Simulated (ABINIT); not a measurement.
# A GW chain in ABINIT: LiHF2 (R-3m)

How does a plane-wave GW calculation on LiHF2 (R-3m) run from the first input to the gap?

Calculated with ABINIT 10.8.3; LDA and many-body steps on it, plane waves.

Most raw output is cut from this account.

## 1. Set-up

It takes space group R-3m (No. 166, trigonal). The conventional cell has a = 2.934 Å, b = 2.934 Å, c = 13.100 Å, α = 90.00°, β = 90.00°, γ = 120.00°. Nearest to Li lie 6 F at 1.99 Å. Nearest to H lie 2 F at 1.14 Å. F has 1 H at 1.14 Å and 3 Li at 1.99 Å nearest. Farther neighbours and most contacts between anions are not listed.

The cell and positions are those that the Materials Project relaxed with its own functionals (PBE, PBE+U or r2SCAN), kept fixed.

## 2. Ground state

This step: ABINIT 10.8.3; DFT, LDA, plane waves, norm-conserving pseudopotentials.

The ground-state density comes first.

File run.abi:

```
acell 3*1.0 Angstrom
rprim 
  1.466983587415 0.846963369091 4.366688724100
  -1.466983587415 0.846963369091 4.366688724100
  -0.000000000000 -1.693926738182 4.366688724100
ntypat 3
znucl 3 1 9
natom 4
typat 1 2 3 3
xred 
  0.000000000000 0.000000000000 0.000000000000
  0.500000000000 0.500000000000 0.500000000000
  0.413301880000 0.413301880000 0.413301880000
  0.586698120000 0.586698120000 0.586698120000
pp_dirpath "pseudos"
pseudos "Li.upf, H.upf, F.upf"
ecut 36
ngkpt 8 8 8
nshiftk 1
shiftk 0 0 0
kptopt 1
chksymbreak 0
nband 15
occopt 1
tolvrs 1e-10
nstep 60
prtwf 0
optforces 0
optstress 0
indata_prefix "in"
outdata_prefix "out"
tmpdata_prefix "tmp"
```

Run with:

```sh
$ OMP_NUM_THREADS=1 mpirun -n 4 abinit run.abi > log
```

Run time: 25 s. Hardware: 4 MPI ranks of Intel Xeon Platinum 8488C (Sapphire Rapids), shared host; peak memory 0.39 GiB; 1.7 min of CPU time.

Numbers from this step:

| Quantity | Value |
| --- | --- |
| total energy | -1551.7165 eV |
| gap | 8.102 eV |
| k of the valence top | 0.5, 0.5, 0.5 |
| k of the conduction bottom | 0, 0, 0 |
| least direct gap | 8.305 eV |

The gap is indirect, with the least direct gap 0.20 eV higher.

## 3. Bands along the symmetry lines

Levels along a band path, at the cheap level, show where the edges lie and whether the meshes to come will hold them.

File run.abi:

```
acell 3*1.0 Angstrom
rprim 
  1.466983587415 0.846963369091 4.366688724100
  -1.466983587415 0.846963369091 4.366688724100
  -0.000000000000 -1.693926738182 4.366688724100
ntypat 3
znucl 3 1 9
natom 4
typat 1 2 3 3
xred 
  0.000000000000 0.000000000000 0.000000000000
  0.500000000000 0.500000000000 0.500000000000
  0.413301880000 0.413301880000 0.413301880000
  0.586698120000 0.586698120000 0.586698120000
pp_dirpath "pseudos"
pseudos "Li.upf, H.upf, F.upf"
ecut 36
iscf -2
irdden 1
kptopt 0
nkpt 59
kpt 
  0.00000000 0.00000000 0.00000000
  0.06250000 0.06250000 0.06250000
  0.12500000 0.12500000 0.12500000
  0.18750000 0.18750000 0.18750000
  0.25000000 0.25000000 0.25000000
  0.31250000 0.31250000 0.31250000
  0.37500000 0.37500000 0.37500000
  0.43750000 0.43750000 0.43750000
  0.50000000 0.50000000 0.50000000
  0.53853162 0.46146838 0.50000000
  0.57706325 0.42293675 0.50000000
  0.61559487 0.38440513 0.50000000
  0.65412649 0.34587351 0.50000000
  0.69265812 0.30734188 0.50000000
  0.73118974 0.26881026 0.50000000
  0.76972137 0.23027863 0.50000000
  0.80825299 0.19174701 0.50000000
  0.50000000 -0.19174701 0.19174701
  0.50000000 -0.16777863 0.16777863
  0.50000000 -0.14381026 0.14381026
  0.50000000 -0.11984188 0.11984188
  0.50000000 -0.09587350 0.09587350
  0.50000000 -0.07190513 0.07190513
  0.50000000 -0.04793675 0.04793675
  0.50000000 -0.02396838 0.02396838
  0.50000000 0.00000000 0.00000000
  0.43750000 0.00000000 0.00000000
  0.37500000 0.00000000 0.00000000
  0.31250000 0.00000000 0.00000000
  0.25000000 0.00000000 0.00000000
  0.18750000 0.00000000 0.00000000
  0.12500000 0.00000000 0.00000000
  0.06250000 0.00000000 0.00000000
  0.00000000 0.00000000 0.00000000
  0.04323419 -0.04323419 0.00000000
  0.08646838 -0.08646838 0.00000000
  0.12970257 -0.12970257 0.00000000
  0.17293675 -0.17293675 0.00000000
  0.21617094 -0.21617094 0.00000000
  0.25940513 -0.25940513 0.00000000
  0.30263932 -0.30263932 0.00000000
  0.34587351 -0.34587351 0.00000000
  0.65412649 0.00000000 0.34587351
  0.63486068 0.00000000 0.36513932
  0.61559487 0.00000000 0.38440513
  0.59632906 0.00000000 0.40367094
  0.57706324 0.00000000 0.42293675
  0.55779743 0.00000000 0.44220257
  0.53853162 0.00000000 0.46146838
  0.51926581 0.00000000 0.48073419
  0.50000000 0.00000000 0.50000000
  0.43750000 0.00000000 0.43750000
  0.37500000 0.00000000 0.37500000
  0.31250000 0.00000000 0.31250000
  0.25000000 0.00000000 0.25000000
  0.18750000 0.00000000 0.18750000
  0.12500000 0.00000000 0.12500000
  0.06250000 0.00000000 0.06250000
  0.00000000 0.00000000 0.00000000
istwfk *1
nband 16
nbdbuf 2
tolwfr 1e-08
nstep 40
prtwf 0
prtvol 0
indata_prefix "in"
outdata_prefix "out"
tmpdata_prefix "tmp"
```

Wall time 10 s (4 MPI ranks); peak memory 0.33 GiB.

Numbers from this step:

```yaml
gap: 8.102 eV
k_of_the_valence_top: 0.5, 0.5, 0.5
k_of_the_conduction_bottom: 0, 0, 0
least_direct_gap: 8.305 eV
```

The gap is 8.102 eV, as in the run before at this level.

Electronic bands along the path, in eV, zero at the top of the highest filled band:

```tsv
point	band 6	band 7	band 8	band 9	band 10	band 11	band 12	band 13
Γ	-0.41	-0.33	-0.20	-0.20	8.10	12.80	16.82	18.58
halfway	-0.52	-0.52	-0.08	-0.08	8.58	12.35	16.61	19.70
T	-0.60	-0.60	0.00	0.00	8.98	12.25	15.88	19.54
halfway	-1.66	-1.02	-0.53	-0.22	10.75	13.34	16.13	17.47
H2	-1.92	-1.59	-0.93	-0.58	13.84	14.28	14.57	15.48
jump to H0	-1.92	-1.59	-0.93	-0.58	13.84	14.28	14.57	15.48
halfway	-1.38	-1.19	-1.13	-0.48	12.46	13.88	15.64	16.64
L	-1.54	-0.77	-0.63	-0.58	11.57	13.58	16.14	17.89
halfway	-0.93	-0.60	-0.41	-0.40	9.68	14.47	15.90	17.83
Γ	-0.41	-0.33	-0.20	-0.20	8.10	12.80	16.82	18.58
halfway	-1.42	-0.73	-0.54	-0.35	10.29	15.21	15.56	17.10
S0	-1.85	-1.28	-1.26	-0.52	14.04	14.09	14.64	15.37
jump to S2	-1.85	-1.28	-1.26	-0.52	14.04	14.09	14.64	15.37
halfway	-1.52	-1.42	-1.14	-0.33	13.62	14.25	14.37	15.60
F	-1.60	-1.20	-1.13	-0.15	13.45	13.97	14.07	16.27
halfway	-1.14	-0.87	-0.58	-0.12	10.05	13.84	16.56	17.98
Γ	-0.41	-0.33	-0.20	-0.20	8.10	12.80	16.82	18.58
```

## 4. Empty states on the mesh, 4×4×4 mesh, 34 bands

The sums over transitions need many empty states on a uniform mesh; this step solves for them.

File run.abi:

```
acell 3*1.0 Angstrom
rprim 
  1.466983587415 0.846963369091 4.366688724100
  -1.466983587415 0.846963369091 4.366688724100
  -0.000000000000 -1.693926738182 4.366688724100
ntypat 3
znucl 3 1 9
natom 4
typat 1 2 3 3
xred 
  0.000000000000 0.000000000000 0.000000000000
  0.500000000000 0.500000000000 0.500000000000
  0.413301880000 0.413301880000 0.413301880000
  0.586698120000 0.586698120000 0.586698120000
pp_dirpath "pseudos"
pseudos "Li.upf, H.upf, F.upf"
ecut 36
ngkpt 4 4 4
nshiftk 1
shiftk 0 0 0
kptopt 1
chksymbreak 0
iscf -2
irdden 1
istwfk *1
nband 34
nbdbuf 4
tolwfr 1e-09
nstep 60
prtvol 0
indata_prefix "in"
outdata_prefix "out"
tmpdata_prefix "tmp"
```

Elapsed: 6.5 s, on 4 MPI ranks; peak memory 0.32 GiB.

This step gave:

```yaml
gap: 8.102 eV
k_of_the_valence_top: 0.5, 0.5, 0.5
k_of_the_conduction_bottom: 0, 0, 0
least_direct_gap: 8.305 eV
k_points_computed: 13
lowest_point_of_the_top_converged_band_above_the_valence_top: 39.75 eV
```

On this mesh the gap is 8.102 eV.

## 5. Screening, 4×4×4 mesh, 30 bands, screening to 106.1 eV

The RPA dielectric matrix is built and inverted for each q.

This step: RPA screening on LDA, plane waves, norm-conserving pseudopotentials.

run.abi: that of step 4 with these lines changed.

```diff
@@ -22,10 +22,11 @@
 chksymbreak 0
-iscf -2
-irdden 1
 istwfk *1
-nband 34
-nbdbuf 4
-tolwfr 1e-09
-nstep 60
-prtvol 0
+occopt 1
+irdwfk 1
+optdriver 3
+nband 30
+ecuteps 3.9
+inclvkb 2
+awtr 1
+symchi 1
 indata_prefix "in"
```

Wall time 11 s (4 MPI ranks); peak memory 0.73 GiB.

Numbers from this step:

| Quantity | Value |
| --- | --- |
| ε∞ with local fields, on this mesh, along the program's q direction | 1.893 |
| the same without local fields | 1.970 |
| plasma frequency | 27.61 eV |
| plane waves in the screening matrix | 85 |

Local fields lower ε∞ by 4 %.

## 6. Self-energy, 4×4×4 mesh, 30 bands, screening to 106.1 eV

The self-energy is evaluated for the states that the input lists, and the levels follow from it, in one-shot runs by the linearised quasiparticle equation.

This step: G0W0 on LDA, plane waves, norm-conserving pseudopotentials.

run.abi: that of step 5 with these lines changed.

```diff
@@ -25,8 +25,17 @@
 irdwfk 1
-optdriver 3
+optdriver 4
 nband 30
+gwcalctyp 0
+ecutsigx 36
+symsigma 1
+nkptgw 2
+kptgw 
+  0.5000000000 0.5000000000 0.5000000000
+  0.0000000000 0.0000000000 0.0000000000
+bdgw 
+  8 11
+  8 11
 ecuteps 3.9
-inclvkb 2
-awtr 1
-symchi 1
+irdscr 1
+ppmodel 1
 indata_prefix "in"
```

Wall time 3.1 s (4 MPI ranks); peak memory 0.37 GiB; 11 s of CPU time.

Numbers from this step:

```
G0W0 gap on the points computed              : 13.01 eV
starting gap on the mesh                     : 8.102 eV
k of the valence top                         : 0.5, 0.5, 0.5
k of the conduction bottom                   : 0, 0, 0
Z at the valence top                         : 0.833
Z at the conduction bottom                   : 0.9
least direct G0W0 gap on the computed points : 13.25 eV
```

The gap on the mesh goes from 8.10 eV to 13.01 eV, a correction of +4.90 eV.

Limits: finite bands, cutoff and mesh. v1 is the top filled band, c1 the lowest empty one. Levels before and after the correction, in eV, zero at the valence-band top of each column:

```tsv
	conduction bottom	valence top
Kohn-Sham	8.10	0.00
G0W0	13.01	0.00
```

```tsv
	level	energy (eV)
Kohn-Sham	(0.5 0.5 0.5) v2-v1	0.000
Kohn-Sham	(0.5 0.5 0.5) c1	8.980
Kohn-Sham	(0.5 0.5 0.5) c2	12.245
Kohn-Sham	Γ v2-v1	-0.203
Kohn-Sham	Γ c1	8.102
Kohn-Sham	Γ c2	12.802
G0W0	(0.5 0.5 0.5) v2-v1	0.000
G0W0	(0.5 0.5 0.5) c1	14.013
G0W0	(0.5 0.5 0.5) c2	17.610
G0W0	Γ v2-v1	-0.246
G0W0	Γ c1	13.007
G0W0	Γ c2	18.169
```

## 7. Where the time went

Times are wall times on 4 MPI ranks of Intel Xeon Platinum 8488C (Sapphire Rapids), shared host, good to a factor of about two.

```tsv
step	time	share	memory (GiB)
ground state	25 s	45 %	0.39
bands along the symmetry lines	10 s	18 %	0.33
empty states on the mesh	6.5 s	12 %	0.32
screening	11 s	20 %	0.73
self-energy	3.1 s	5 %	0.37
```

## 8. Summary of results

| Item | Value |
| --- | --- |
| LDA gap | 8.10 eV, indirect |
| G0W0 gap on the mesh | 13.01 eV |
| GW settings | 4×4×4 mesh, 30 bands, screening to 106.1 eV, Godby-Needs plasmon pole |
| known limits | not at the basis limit |

**Reading.** G0W0 moves the gap on the mesh from 8.10 eV to 13.01 eV (+4.90 eV), with Z of 0.83 and 0.90 at the edges. Local fields lower the RPA ε∞ on this mesh from 1.97 to 1.89. Only 2 of the mesh's irreducible points were corrected, so a valley elsewhere could overtake. The dearest step here is «ground state». Bands and cutoff are finite, so the gap is not at the basis limit. The miss can reach some tenths of an eV and take either sign; the mesh is an error of its own. In the G0W0 run levels were corrected at 2 k points alone, so a gap called «on the mesh» is the least over those, and an edge elsewhere would be missed.

[Paths, hosts, dates, memory and timing lines, banners, echoed tables and standing remarks are left out of the program output.]

[Logs are printed without paths, hosts, clocks, repeated set-up lines and the standing remarks that a program may print on its own settings, such as how far it seeks lower states.]

[Runs of the session that timed out or met a known fault of the program may be left out.]

[Hosts, paths, dates, database ids (printed as entryN), source tags and the programs' standing remarks are cut or masked in the printed files.]

[G0W0 gaps are taken among the corrected bands and points alone; a level outside them can change the order at an edge.]

[Where Ansatz stands beside ABINIT at settings called matched, ABINIT's density can come from a denser mesh and the files from another edition; pairs whose starting gaps differed by over 0.03 eV were left out, so agreement reads better than it is.]
